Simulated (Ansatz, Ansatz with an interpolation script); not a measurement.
# G0W0 band structure of Cs2TlBiF6 (Fm-3m), part 3 of 3

Wanted: quasiparticle gap and band widths of Cs2TlBiF6 (Fm-3m) over the whole zone.

Ansatz 0.2.0; LDA, Wannier functions and G0W0, plane waves, PAW. Known limits of the many-body steps: not at the basis limit; no spin-orbit coupling.

So far. Step 3 (Wannier functions (Bi:6p Cs:6s F:2p Tl:6s Tl:6p) on …): Near the gap the model misses directly solved bands by 1.8 meV r.m.s. and by 17 meV at most in the window tested. This tests the starting bands, not the corrections carried with them. Step 4 (G0W0 at every point of the mesh: 4×4×4 mesh, 774 empty …): The gap on the mesh goes from 2.72 eV to 4.63 eV, a correction of +1.91 eV.

## 5. Interpolating the corrections (continued)

Second differences of levels solved directly at the displaced points, plus the interpolated correction, at the quasiparticle band edges; no spin-orbit coupling; left empty where the band is flat or the interpolated correction rules the curvature. Effective masses, by row:

| carrier | point | Cartesian direction | band | LDA mass (m_e) | G0W0 mass (m_e) |
| --- | --- | --- | --- | --- | --- |
| hole | Γ | 100 | 44 | 0.371 | 0.341 |
| hole | Γ | 010 | 44 | 0.371 | 0.341 |
| hole | Γ | 001 | 44 | 0.371 | 0.341 |
| hole | Γ | 110 | 44 | 0.371 | 0.341 |
| hole | Γ | 111 | 44 | 0.374 | 0.343 |
| electron | Γ | 100 | 45 | 0.815 | 0.907 |
| electron | Γ | 100 | 46 | 0.815 | 0.907 |
| electron | Γ | 100 | 47 | 0.24 | 0.215 |
| electron | Γ | 010 | 45 | 0.815 | 0.907 |
| electron | Γ | 010 | 46 | 0.815 | 0.907 |
| electron | Γ | 010 | 47 | 0.24 | 0.215 |
| electron | Γ | 001 | 45 | 0.815 | 0.907 |
| electron | Γ | 001 | 46 | 0.815 | 0.907 |
| electron | Γ | 001 | 47 | 0.24 | 0.215 |
| electron | Γ | 110 | 45 | 0.814 | 0.905 |
| electron | Γ | 110 | 46 | 0.509 | 0.447 |
| electron | Γ | 110 | 47 | 0.291 | 0.285 |
| electron | Γ | 111 | 45 | 0.582 | 0.538 |
| electron | Γ | 111 | 46 | 0.582 | 0.538 |
| electron | Γ | 111 | 47 | 0.314 | 0.319 |

Corrections by starting level (eV, on the run's own energy scale, so only their differences matter):

| start | correction |
| --- | --- |
| -6.52 | −1.18 |
| -5.57 | −1.13 |
| -4.63 | −1.16 |
| -4.19 | −1.38 |
| -3.99 | −1.34 |
| -3.90 | −1.33 |
| -3.79 | −1.38 |
| -3.74 | −1.38 |
| -3.67 | −1.33 |
| -3.50 | −1.36 |
| -3.42 | −1.35 |
| -1.55 | −1.01 |
| -0.59 | −0.78 |
| 2.72 | +1.22 |
| 3.19 | +1.27 |
| 3.92 | +1.38 |
| 4.67 | +1.29 |
| 5.42 | +1.30 |

## 6. LDA+SOC bands, for comparison

The many-body steps leave out spin-orbit coupling, so its effect is taken from a two-component run, with twice the bands.

This step: DFT, LDA with spin-orbit coupling, plane waves, PAW; PAW set soft_1.

Input file input.yaml:

```yaml
crystal:
  lattice:
    - [0.0, 4.8635, 4.8635]
    - [4.8635, 0.0, 4.8635]
    - [4.8635, 4.8635, 0.0]
  atoms:
    - { symbol: Cs, position: [0.25, 0.25, 0.25] }
    - { symbol: Cs, position: [0.75, 0.75, 0.75] }
    - { symbol: Tl, position: [0.5, 0.5, 0.5] }
    - { symbol: Bi, position: [0.0, 0.0, 0.0] }
    - { symbol: F, position: [0.77, 0.23, 0.23] }
    - { symbol: F, position: [0.23, 0.77, 0.23] }
    - { symbol: F, position: [0.23, 0.77, 0.77] }
    - { symbol: F, position: [0.77, 0.23, 0.77] }
    - { symbol: F, position: [0.23, 0.23, 0.77] }
    - { symbol: F, position: [0.77, 0.77, 0.23] }
kpoints:
  mp_grid: { grid: [4, 4, 4] }
  band_path:
    path:
      - [[0.0, 0.0, 0.0], [0.5, 0.0, 0.5], [0.625, 0.25, 0.625]]
      - [[0.375, 0.375, 0.75], [0.0, 0.0, 0.0], [0.5, 0.5, 0.5], [0.5, 0.25, 0.75], [0.5, 0.0, 0.5]]
    npoints: 10
hamiltonian:
  xc: lda
  pseudopotentials: { kind: paw_fr, azcp: { folder: soft_1 }, xc_functional: pbe }
scf:
  occupations: { method: fermi_dirac, width: 0.02 }
  n_extra_bands: 14
magnetization:
  noncollinear: true
  spin_orbit: true
output:
  eigenvalues: true
  forces: true
  stress: true
```

On the command line:

```bash
ansatz run input.yaml --threads 2 --pin off --max-ram 92160MiB --backend cuda --events-out ev --progress --plain --runs-dir out --devices 1 --max-vram 13GiB
```

Numbers of over 12 decimals in the logs are rounded to 6 here.

The program printed:

```text
[...]
GPUs: using 1 of 1 available (devices: 1).
[...]
non-collinear run that drives no moment, with spin-orbit: no starting moment large enough to seed its density (crystal.atoms[].spin), no starting occupations that ask for one, no magnetisation constraint and no magnetic field, so the semilocal B_xc is pinned to zero
[...]
GPU FFT provider: cuFFT
GPU libraries: cuBLAS 13.8.2, cuFFT 12.4.0, cuSOLVER 12.3.4
Crystal: 10 atoms, lattice volume = 230.079 Å³
Basis set: ecut = 420 eV, 4573 PW (Γ)
Bands: 102, of which v1, the nominal top of the filled ones, is band 88 counted from 1 (87 counted from 0)
Symmetry: 48 space group operations + 48 with time reversal
[...]
k-points: 8 of 64
Projection manifold: j_resolved (fully-relativistic pseudo-atomic orbitals)
[...]
GPU buffer pool allocated for 110592 grid points (all kernels)
[...]
SCF iter   1: F=—  HF=-39112.403167 eV  |F-HF|=—  |Δ(HF+E_count)|=         —  Δρ=1.72e-1  dr2=6.37e1  dr2_m=0.00e0 (ungated)  ethr=3.10e-3  |M|=0.00e0 ∫|m|=0.00e0 μB  |m|>n=0.0e0 m-floor=0.0e0 τ_xc=0.0e0  β_m=0.30  ⟨swp⟩=9.9  Hψ=2195  notcnv=0  defer=4
[...]
spin=Noncollinear: Resta preconditioning applied to the charge; magnetization (m_x, m_y, m_z) channels mix plain (no charge-response kernel on spin).
[...]
site 6: m = (+0.0000, +0.0000, +0.0000) μB, |m| = 0.0000 μB  (R = 0.92 Å)
  site 7: m = (+0.0000, +0.0000, +0.0000) μB, |m| = 0.0000 μB  (R = 0.92 Å)
  site 8: m = (+0.0000, +0.0000, +0.0000) μB, |m| = 0.0000 μB  (R = 0.92 Å)
  site 9: m = (+0.0000, +0.0000, +0.0000) μB, |m| = 0.0000 μB  (R = 0.92 Å)
Free energy (F): -39097.417158 eV
[...]
Internal energy: -39097.417158 eV  (E = F + TS)
E sigma→0 (E₀):  -39097.417158 eV
Fermi energy:    5.727736 eV
[...]
--- Forces (eV/Å), atoms counted from 1 ---
  atom   1  Cs    -0.00000000     0.00000000     0.00000000
  atom   2  Cs     0.00000000     0.00000000    -0.00000000
  atom   3  Tl     0.00000000    -0.00000000    -0.00000000
  atom   4  Bi     0.00000000     0.00000000    -0.00000000
  atom   5  F      0.13742034     0.00000000     0.00000000
  atom   6  F     -0.00000000     0.13742034     0.00000000
  atom   7  F     -0.13742034    -0.00000000    -0.00000000
  atom   8  F      0.00000000    -0.13742034     0.00000000
  atom   9  F     -0.00000000     0.00000000     0.13742034
  atom  10  F     -0.00000000     0.00000000    -0.13742034
  max |Σ_I F_I| component: 2.78e-17 eV/Å
--- Stress (GPa, compression-positive) ---
       -1.832999       0.000000      -0.000000
       -0.000000      -1.832999      -0.000000
       -0.000000       0.000000      -1.832999
  P = ⅓ Tr σ = -1.8330 GPa (-18.330 kbar)
--- Band table (eV; the first three rows and the last of 8) ---
  k-point 0: bands = [... 84 lower, 1.4773, 1.4773, 4.9108, 4.9108, 6.5446, 6.5446, 7.9607, 7.9607, ... 10 higher]
  k-point 1: bands = [... 84 lower, 1.6533, 1.6533, 4.2251, 4.2251, 7.1330, 7.1330, 8.4225, 8.4225, ... 10 higher]
  k-point 2: bands = [... 84 lower, 2.8174, 2.8174, 3.0322, 3.0322, 7.9231, 7.9231, 8.5804, 8.5804, ... 10 higher]
  k-point 7: bands = [... 84 lower, 3.3336, 3.3336, 3.3945, 3.3945, 7.5770, 7.5770, 8.0868, 8.0868, ... 10 higher]
[key lines of the parts left out:]
SCF converged after 9 iterations
Magnetization: |M| = 0.0000 μB,  M = (+0.0000, +0.0000, +0.0000) μB
```

Wall time 18 s (1 × NVIDIA H100 80GB HBM3 (shared by 6 runs) with 2 threads of AMD EPYC 7R13 (Zen 3), shared host); peak memory 2 GiB; 22 s of CPU time.

This step gave:

```yaml
pressure: -1.833 GPa
filled_bands: 88
gap: 1.634 eV
valence_top_at: Γ
conduction_bottom_at: Γ
least_direct_gap: 1.634 eV
```

The gap stands −1.08 eV against LDA.

## 7. Summary of results

| Property | Result |
| --- | --- |
| LDA gap | 2.72 eV |
| G0W0 gap over the zone | 4.63 eV, direct |
| least direct G0W0 gap, in the model | 4.63 eV |
| with the spin-orbit change | 3.55 eV |
| GW settings | 4×4×4 mesh, 774 empty bands, screening to 130 eV, PAW set soft_1 files |
| known limits | not at the basis limit; no spin-orbit coupling |

The Wannier model follows the LDA bands to 2 meV r.m.s. near the gap. The G0W0 gap over the zone is 4.63 eV, direct, from Γ to Γ; on the mesh alone it is 4.63 eV, nearly the same. The valence width in the model goes from 6.52 eV to 7.00 eV. At the band edge the lightest electron mass is 0.24 m_e at the start and 0.21 m_e in G0W0; the G0W0 masses rest on corrections from the 4×4×4 mesh alone and are rough. With a spin-orbit change this large the edge states differ, so these masses aren't the crystal's. LDA+SOC gives a gap of 1.63 eV on the same path, a spin-orbit change of −1.08 eV that would bring the G0W0 gap to 3.55 eV. Bands and cutoff are finite, so the gap is not at the basis limit. The miss can reach some tenths of an eV and take either sign; the mesh is an error of its own. Above the frozen window of the model the interpolated levels need not meet the computed ones, even at points of the mesh. Where an edge is built on 6p states of lead, bismuth or thallium, scalar-relativistic gaps usually stand too wide, by a few tenths to over one eV.

[Paths, hosts, dates, memory and timing lines, banners, echoed tables and standing remarks are left out of the program output.]

[Logs are printed without paths, hosts, clocks, repeated set-up lines and the standing remarks that a program may print on its own settings, such as how far it seeks lower states.]

[Runs of the session that timed out or met a known fault of the program may be left out.]

[Hosts, paths, dates, database ids (printed as entryN), source tags and the programs' standing remarks are cut or masked in the printed files.]
